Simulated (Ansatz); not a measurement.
# Band gap of LiNbO3 (R3c) from density functionals to GW, part 2 of 2

Aim: the gap of LiNbO3 (R3c) at several levels of theory on one structure, with the time that each takes.

Ansatz 0.2.0; density functionals, hybrids and G0W0, plane waves, PAW. Known limits of the many-body steps: finite bands, screening cutoff and k mesh; no spin-orbit coupling in G0W0.

So far. Step 10 (G0W0@HSE06, 4×4×4 mesh, 226 empty bands, screening to …): Over all 13 irreducible mesh points the G0W0 gap is 5.605 eV, from k = Γ to k = (0.000, 0.250, -0.500). The HSE06 gap of this run on the mesh is 5.066 eV. The two states that bound the G0W0 gap lie that far apart at the start, so the correction of the gap is 5.605 − 5.066 = +0.539 eV.

In doubt: masses and optical values from hybrid runs of this build are listed as unsure (step 10), which bears on the screening that GW takes from such a start.

**12. The ladder**

Each gap is the least one over the points named; times are wall times on shared hosts, not benchmarks. A G0W0 time includes the run's own self-consistent start. Runs with listed points see these and the mesh alone, so an edge that moves elsewhere is missed. Rows marked * are further runs, not shown as steps, whose inputs differ from the G0W0 step on the same start in the columns given; solver thresholds can differ too.

```tsv
level	mesh	files, cutoff	bands summed, screening	points	gap (eV)	valence top	conduction bottom	least direct gap (eV)	time
LDA	6×6×6	soft_2 PAW, 420 eV	-	mesh and listed points	3.526	(-0.150, -0.150, -0.150)	(-0.381, 0.000, -0.619)	3.558	5 s
PBE	6×6×6	soft_2 PAW, 420 eV	-	mesh and path	3.584	(-0.150, -0.150, -0.150)	(-0.381, 0.000, -0.619)	3.620	6.5 s
PBE+SOC	6×6×6	soft_2 PAW, 420 eV	-	mesh and listed points	3.543	(-0.150, -0.150, -0.150)	(-0.381, 0.000, -0.619)	3.595	15 s
r2SCAN	6×6×6	soft_2 PAW, 500 eV	-	mesh and listed points	4.000	(-0.150, -0.150, -0.150)	(-0.381, 0.000, -0.619)	4.039	14 s
HSE06	4×4×4	soft_2 PAW, 420 eV	-	mesh and listed points	5.031	(-0.150, -0.150, -0.150)	(-0.381, 0.000, -0.619)	5.066	37 s
PBE0	4×4×4	soft_2 PAW, 420 eV	-	mesh and listed points	5.789	(-0.150, -0.150, -0.150)	(-0.381, 0.000, -0.619)	5.826	30 s
DDH-PBE0	4×4×4	soft_2 PAW, 420 eV	-	mesh and listed points	5.233	(-0.150, -0.150, -0.150)	(-0.381, 0.000, -0.619)	5.269	41 s
G0W0@PBE*	4×4×4	soft_2 PAW, 420 eV	114, 48 eV	all 13 irreducible mesh points	5.350	Γ	(0.000, 0.250, -0.500)	5.358	18 s
G0W0@PBE*	4×4×4	soft_2 PAW, 420 eV	260, 96 eV	all 13 irreducible mesh points	5.132	Γ	(0.000, 0.250, -0.500)	5.138	36 s
G0W0@PBE	4×4×4	soft_2 PAW, 420 eV	522, 160 eV	all 13 irreducible mesh points	5.163	Γ	(0.000, 0.250, -0.500)	5.165	73 s
G0W0@PBE*	2×2×2	soft_2 PAW, 420 eV	260, 96 eV	all 4 irreducible mesh points	5.139	Γ	Γ	5.139	15 s
G0W0@HSE06	4×4×4	soft_2 PAW, 420 eV	260, 96 eV	all 13 irreducible mesh points	5.605	Γ	(0.000, 0.250, -0.500)	5.612	95 s
G0W0@LDA	4×4×4	soft_2 PAW, 420 eV	260, 96 eV	all 13 irreducible mesh points	5.194	Γ	(0.000, 0.250, -0.500)	5.196	20 s
```

**13. Outcome**

```
LDA, over mesh and listed points                                 : 3.526 eV
PBE, over mesh and path                                          : 3.584 eV
PBE+SOC, over mesh and listed points                             : 3.543 eV
r2SCAN, over mesh and listed points                              : 4.000 eV
HSE06, over mesh and listed points                               : 5.031 eV
PBE0, over mesh and listed points                                : 5.789 eV
DDH-PBE0, over mesh and listed points                            : 5.233 eV
G0W0@PBE (522 bands, 4×4×4), over all 13 irreducible mesh points : 5.163 eV
G0W0@HSE06, over all 13 irreducible mesh points                  : 5.605 eV
G0W0@LDA, over all 13 irreducible mesh points                    : 5.194 eV
known limits                                                     : finite bands, screening cutoff and k mesh; no spin-orbit coupling in G0W0
```

In words: The rows run from 3.526 eV (LDA) to 5.789 eV (PBE0). They differ in mesh, plane-wave cutoff, bands and screening cutoff of G0W0 and the points over which the gap was sought as well as in level, so only pairs that share these are like for like. PBE against LDA: 3.584 − 3.526 = +0.058 eV, with the same mesh, files and cutoff, and both edges at the same k points. PBE+SOC against PBE: 3.543 − 3.584 = −0.041 eV, with the same mesh, set of files (read in its fully relativistic form for the spin-orbit run) and cutoff, and both edges at the same k points. The spin-orbit run sees mesh and listed points alone, so its gap is an upper bound: the coupling can move an edge off these points, the more so as this crystal has no centre of inversion, and the change over the zone, its sign included where it is small, is not known. PBE0 against HSE06: 5.789 − 5.031 = +0.758 eV, with the same mesh, files and cutoff, and both edges at the same k points. DDH-PBE0 against PBE0: 5.233 − 5.789 = −0.556 eV, with the same mesh, files and cutoff, and both edges at the same k points. G0W0@HSE06 against G0W0@PBE with 260 bands: 5.605 − 5.132 = +0.473 eV, with the same mesh, files and cutoffs, and both edges at the same k points. G0W0@LDA against G0W0@HSE06 with 260 bands: 5.194 − 5.605 = −0.411 eV, with the same mesh, files and cutoffs, and both edges at the same k points. The dielectric-dependent hybrid took 0.189 of exact exchange, against 0.25 in PBE0. G0W0@PBE (522 bands, 4×4×4) moves the gap of its own start on the mesh by 5.163 − 3.618 = +1.545 eV, between the same two levels. Over mesh and path, PBE puts the valence top at k = (-0.150, -0.150, -0.150) and conduction bottom at k = (-0.381, 0.000, -0.619), where no G0W0 correction was computed. The G0W0 gap over the whole zone is therefore not known from this run; at its settings it can only be equal to or under the 5.163 eV found, and no correction is carried over from another point. For the start itself the gap is 3.584 eV over mesh and path and 3.618 eV on the mesh of the G0W0 run, in runs that differ in mesh (6×6×6 and 4×4×4). G0W0@HSE06 moves the gap of its own start on the mesh by 5.605 − 5.066 = +0.539 eV, between the same two levels. Over mesh and listed points, HSE06 puts the valence top at k = (-0.150, -0.150, -0.150) and conduction bottom at k = (-0.381, 0.000, -0.619), where no G0W0 correction was computed. The G0W0 gap over the whole zone is therefore not known from this run; at its settings it can only be equal to or under the 5.605 eV found, and no correction is carried over from another point. For the start itself the gap is 5.031 eV over mesh and listed points and 5.066 eV on the mesh of the G0W0 run. G0W0@LDA moves the gap of its own start on the mesh by 5.194 − 3.558 = +1.636 eV, with other states at the edges (they lie 3.562 eV apart at the start). Over mesh and listed points, LDA puts the valence top at k = (-0.150, -0.150, -0.150) and conduction bottom at k = (-0.381, 0.000, -0.619), where no G0W0 correction was computed. The G0W0 gap over the whole zone is therefore not known from this run; at its settings it can only be equal to or under the 5.194 eV found, and no correction is carried over from another point. For the start itself the gap is 3.526 eV over mesh and listed points and 3.558 eV on the mesh of the G0W0 run, in runs that differ in mesh (6×6×6 and 4×4×4). What spin-orbit coupling does to the G0W0 levels was not computed, so no sum with the G0W0 gap is formed. For G0W0@PBE: from 114 bands and 48 eV to 522 bands and 160 eV the gap moves by 5.163 − 5.350 = −0.187 eV (rung by rung 5.350, 5.132, 5.163 eV); bands and screening cutoff rise together, so their parts are not told apart. The gap turns back along the series (5.350, 5.132, 5.163 eV), so no line is drawn and the limit is not known. The other G0W0 rows are shown at one basis each (260 bands), so their distance from the limit is not known here. With the 2×2×2 mesh in place of the 4×4×4 mesh and all else as in the G0W0@PBE row with 260 bands, the gap differs by 5.139 − 5.132 = +0.007 eV, and that of the start by 3.607 − 3.618 = −0.011 eV; an edge lies at another k point, so this need not be the shift of one pair of states. The G0W0 runs are scalar-relativistic. G0W0@PBE runs of this series with other atomic data on the same mesh, not shown as steps, give 5.128 eV (hard PAW, 930 eV, 260 bands, screening to 96 eV; the table's row with the same empty bands and screening cutoff has 5.132 eV); where bands and cutoffs differ too, the part of the files is not isolated.

[Paths, hosts, dates, memory and timing lines, banners, echoed tables and standing remarks are left out of the program output.]

[Logs are printed without paths, hosts, clocks, repeated set-up lines and the standing remarks that a program may print on its own settings, such as how far it seeks lower states.]

[Runs of the session that timed out or met a known fault of the program may be left out.]

[Cells called generated may have been cut or substituted from an entry of the Crystallography Open Database or the Materials Project.]

[Hosts, paths, dates, database ids (printed as entryN), source tags and the programs' standing remarks are cut or masked in the printed files.]

[Where an RPA ε∞ is given, it is that of the G0W0 mesh and is not shown converged in it. Names of k-points follow the symmetry that the program found, which can be lower than the space group named. Band edges on a path are those of the sampled points; other points can move an edge, and change direct to indirect where valleys lie close.]

[Hybrid gaps are those of their k-mesh and are not shown converged in it.]
